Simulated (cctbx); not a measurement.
# What resolution and counting buy: ErOs2Pb2

Space group I4/mmm (no. 139), a = 4.5370 Å, b = 4.5370 Å, c = 11.3420 Å, α = 90.00°, β = 90.00°, γ = 90.00°.

| atom | mult. | x | y | z | Ueq (Å²) |
| --- | --- | --- | --- | --- | --- |
| Pb1 | 4 | 1/2 | 1/2 | 0.1268 | 0.0149 |
| Os1 | 4 | 1/2 | 0 | 1/4 | 0.0129 |
| Er1 | 2 | 0 | 0 | 0 | 0.0151 |

The model was made for the exercise: a known structure type with other elements put in, its volume estimated, not relaxed; displacement parameters are assumed.

Five simulated data sets (cctbx; Mo Kα, λ = 0.71073 Å; 4 % proportional error) differ in resolution or exposure (noise floor 2 counts in the first three, 8 in the last two). Each is refined with the right model, isotropic at 1.1 Å and anisotropic otherwise. How do the figures of merit and the uncertainties move?

```csv
d min (Å),top counts,"⟨I/σ⟩ (unmerged, absences included)",unique,param. (scale apart),Rint,R1,GooF,largest s.u. xyz (fractional),s.u. U of Er1 (Å²),largest error (Å)
1.1,20000,9.3,41,4,0.034,0.0074,0.69,0.00005,0.0004,0.0010
0.84,20000,8.3,82,7,0.034,0.0096,0.87,0.00003,0.0003,0.0001
0.6,20000,7.0,197,7,0.034,0.0109,0.93,0.00002,0.0001,0.0002
0.75,300,0.9,110,7,0.278,0.0523,0.82,0.00039,0.0023,0.0107
0.75,3000,4.0,110,7,0.058,0.0204,0.81,0.00007,0.0005,0.0020
```

The number of reflections grows roughly as 1/d³: 41, 82 and 197 here. R1 follows the noise rather than the truth: at 300 counts it is 0.0523, at 3000 counts 0.0204, while GooF is 0.82 and 0.81: the weights 1/σ² carry the noise. The s.u. of U (U11 where anisotropic) for Er1 goes 0.0004, 0.0003, 0.0001 Å² with resolution and 0.0023, 0.0005 Å² with exposure.

Hardware for the 0.6 Å refinement: 0.58 s on 1 thread of Arm Neoverse N1, on a shared host, peak memory 0.09 GiB.

[Logs are printed without paths, hosts, clocks, repeated set-up lines and the standing remarks that a program may print on its own settings, such as how far it seeks lower states.]
